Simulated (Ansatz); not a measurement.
# ScB3 (built on the sites of a database entry of ScGa3): phonons and vibrational spectra, part 2 of 2

The cell of ScB3 (built on the sites of a database entry of ScGa3) is at rest. What are its phonons? After the zone centre comes a 4×4×4 q mesh on a 12×12×12 k mesh.

Ansatz 0.2.0; DFT LDA, scalar-relativistic, plane waves, norm-conserving pseudopotentials.

So far. Step 2 (Modes at Γ): Before it was imposed, the acoustic sum rule was missed by 3.5e-5 eV/Å². Small misses are needed for a sound result but don't prove that mesh and cutoff are converged. The lowest optical mode is imaginary, 404.2i cm⁻¹, so the energy falls along it.

The structure was built from a prototype and need not be the compound's stable phase.

## (3) Phonons on a q mesh (continued)

Interpolated from a 4×4×4 q mesh. The phonon branches at the labelled points (cm⁻¹):

```
    point  branch 1  branch 2  branch 3  branch 4  branch 9  branch 10  branch 11  branch 12
        Γ      -404      -404      -404         0       399        644        644        644
  halfway      -362      -362      -328       142       482        618        618        622
        X      -266      -266      -155       212       540        543        577        577
  halfway      -326      -312      -101       286       546        562        565        613
        M      -436      -271       123       321       425        592        620        620
  halfway      -361      -339      -253       217       529        536        592        633
        Γ      -404      -404      -404         0       399        644        644        644
  halfway      -412      -259      -259       210       485        570        623        623
        R      -529      -290      -290        52       589        634        634        634
  halfway      -426      -253      -231       188       566        575        605        608
        X      -266      -266      -155       212       540        543        577        577
jump to R      -529      -290      -290        52       589        634        634        634
  halfway      -478      -285      -166       176       547        616        622        622
        M      -436      -271       123       321       425        592        620        620
```

The phonon density of states has structure finer than the step of the table below, so its rows give means over 25 cm⁻¹, whole bins alone (the curve runs from -535 to 645 cm⁻¹). Peaks (cm⁻¹: height): -285.0: 0.0228, 205.0: 0.0211, 355.0: 0.0161, 435.0: 0.0339, 615.0: 0.0555.

Tetrahedra on a 20×20×20 mesh, mean over bins of 10 cm-1. Interpolated from a 4×4×4 q mesh. The phonon density of states by wavenumber; means over each step:

wavenumber (cm⁻¹), phonon density of states (1/cm⁻¹/cell) and a bar:
```
     -500     0.0013 #
     -475     0.0022 #
     -450     0.0032 ##
     -425     0.0047 ###
     -400     0.0092 ######
     -375     0.0108 ########
     -350     0.0090 ######
     -325     0.0096 #######
     -300     0.0153 ###########
     -275     0.0190 ##############
     -250     0.0081 ######
     -225     0.0069 #####
     -200     0.0057 ####
     -175     0.0047 ###
     -150     0.0030 ##
     -125     0.0018 #
     -100     0.0012 #
      -75     0.0007 
      -50     0.0005 
      -25     0.0004 
        0     0.0004 
       25     0.0004 
       50     0.0006 
       75     0.0013 #
      100     0.0023 #
      125     0.0033 ##
      150     0.0052 ####
      175     0.0088 ######
      200     0.0171 ############
      225     0.0174 ############
      250     0.0137 ##########
      275     0.0117 ########
      300     0.0097 #######
      325     0.0071 #####
      350     0.0127 #########
      375     0.0086 ######
      400     0.0052 ###
      425     0.0231 #################
      450     0.0218 ################
      475     0.0170 ############
      500     0.0151 ###########
      525     0.0204 ###############
      550     0.0264 ###################
      575     0.0302 ######################
      600     0.0367 ##########################
      625     0.0417 ##############################
```

The partial phonon density of states has structure finer than the step of the table below, so its rows give means over 50 cm⁻¹, whole bins alone (the curve runs from -537 to 674 cm⁻¹). Peaks (cm⁻¹: height): B -277.8: 0.0200, 209.4: 0.00903, 430.2: 0.0239, 620.6: 0.0377; Sc 209.4: 0.0105, 354.1: 0.00747, 620.6: 0.0121.

Phonopy on the run's constants, 17x17x17 mesh, Gaussian sigma 8.6 cm-1. Interpolated from a 4×4×4 q mesh. The partial phonon density of states by wavenumber; means over each step; values in 1/cm⁻¹/cell:

```
wavenumber (cm⁻¹)        B       Sc
             -500  0.00134        0
             -450  0.00334   7.9e-6
             -400  0.00854   5.9e-5
             -350  0.00928   1.1e-4
             -300   0.0150   1.4e-4
             -250   0.0104   1.7e-4
             -200  0.00542   1.2e-4
             -150  0.00306   5.3e-5
             -100  0.00131   2.0e-5
              -50   4.9e-4   7.0e-6
                0   1.7e-4   1.3e-5
               50   5.7e-4   2.0e-4
              100  0.00139  0.00100
              150  0.00264  0.00291
              200  0.00727  0.00831
              250  0.00625  0.00742
              300  0.00418  0.00541
              350  0.00438  0.00592
              400  0.00801  0.00212
              450   0.0188  0.00251
              500   0.0126  0.00415
              550   0.0188  0.00677
              600   0.0287  0.00951
```

Symmetry leaves 10 wavevectors to solve. The lowest mode among them, the acoustic zeros apart, lies at q = (-0.5, -0.5, -0.5) and is imaginary, 529.3i cm⁻¹, so the energy falls along it.

## (4) Isotope substitution

An isotope changes the mass and not the force constants, so no new electronic calculation is needed; the shifts show which modes move this element.

The same force constants with the mass of B changed from 10.810 to 10.013 u (phonopy, no LO-TO term). Both lists are sorted by frequency; levels can cross, so a row need not hold one and the same mode. Modes under 3 cm⁻¹ are left out. Isotope shifts, by row, the first 40 of 45 rows:

| q | rank | natural mass (cm⁻¹) | changed mass (cm⁻¹) |
| --- | --- | --- | --- |
| 0 0 0 | 1 | -404.2 | -419.4 |
| 0 0 0 | 2 | -404.2 | -419.4 |
| 0 0 0 | 3 | -404.2 | -419.4 |
| 0 0 0 | 7 | 399.4 | 415 |
| 0 0 0 | 8 | 399.4 | 415 |
| 0 0 0 | 9 | 399.4 | 415 |
| 0 0 0 | 10 | 644 | 659.5 |
| 0 0 0 | 11 | 644 | 659.5 |
| 0 0 0 | 12 | 644 | 659.5 |
| 0 0 0.25 | 1 | -361.7 | -375.6 |
| 0 0 0.25 | 2 | -361.7 | -375.6 |
| 0 0 0.25 | 3 | -328.1 | -340.7 |
| 0 0 0.25 | 4 | 142.1 | 144.3 |
| 0 0 0.25 | 5 | 142.1 | 144.3 |
| 0 0 0.25 | 6 | 272.3 | 275.9 |
| 0 0 0.25 | 7 | 416.9 | 433.1 |
| 0 0 0.25 | 8 | 416.9 | 433.1 |
| 0 0 0.25 | 9 | 482.5 | 501.3 |
| 0 0 0.25 | 10 | 617.6 | 632 |
| 0 0 0.25 | 11 | 617.6 | 632 |
| 0 0 0.25 | 12 | 621.9 | 638.2 |
| 0 0 -0.5 | 1 | -266.4 | -276.8 |
| 0 0 -0.5 | 2 | -266.4 | -276.8 |
| 0 0 -0.5 | 3 | -154.6 | -160.6 |
| 0 0 -0.5 | 4 | 212.4 | 216 |
| 0 0 -0.5 | 5 | 212.4 | 216 |
| 0 0 -0.5 | 6 | 432 | 435 |
| 0 0 -0.5 | 7 | 432 | 448.8 |
| 0 0 -0.5 | 8 | 434.9 | 448.8 |
| 0 0 -0.5 | 9 | 539.7 | 560.8 |
| 0 0 -0.5 | 10 | 543.1 | 564.3 |
| 0 0 -0.5 | 11 | 577 | 589.6 |
| 0 0 -0.5 | 12 | 577 | 589.6 |
| 0 0.25 0.25 | 1 | -361.2 | -375.2 |
| 0 0.25 0.25 | 2 | -339.1 | -352.3 |
| 0 0.25 0.25 | 3 | -252.7 | -262.2 |
| 0 0.25 0.25 | 4 | 216.9 | 220.4 |
| 0 0.25 0.25 | 5 | 231.6 | 235 |
| 0 0.25 0.25 | 6 | 316.9 | 322.1 |
| 0 0.25 0.25 | 7 | 431.3 | 448.2 |

A mode of this element alone would shift by +3.90 %. The highest zone-centre frequency without the field goes from 644.0 to 659.5 cm⁻¹ (+2.4 %).

## (5) What came out

```json
{
  "space group (within 0.01 Å)": "Pm-3m",
  "volume per atom": "8.69 Å³",
  "electronic character": "no gap on this mesh",
  "highest optical mode at the zone centre (no LO-TO term)": "644 cm⁻¹",
  "lowest optical zone-centre mode": "-404 cm⁻¹",
  "lowest mode on the q mesh (acoustic modes at Γ apart)": "-529 cm⁻¹",
  "highest frequency on the path or at a solved wavevector": "645 cm⁻¹",
  "imaginary modes on the 4×4×4 q mesh": "yes"
}
```

Modes are clearly imaginary (beyond 10i cm⁻¹) at 10 of the 10 irreducible wavevectors, most at q = (-0.5, -0.5, -0.5) (529.3i cm⁻¹), so this structure is not a minimum of the energy. The optical modes at Γ span -404 to 644 cm⁻¹ (negative means imaginary). With no gap, or one that is small against the smearing, the frequencies hang on the k mesh and the smearing, most of all near Kohn anomalies. The starting cell was built on a prototype and not taken from a measurement, so the phase need not exist. These are harmonic frequencies at zero temperature: anharmonic shifts, linewidths and thermal expansion are left out.

[Logs are printed without paths, hosts, clocks, repeated set-up lines and the standing remarks that a program may print on its own settings, such as how far it seeks lower states.]

[Hosts, paths, dates, database ids (printed as entryN), source tags and the programs' standing remarks are cut or masked in the printed files.]
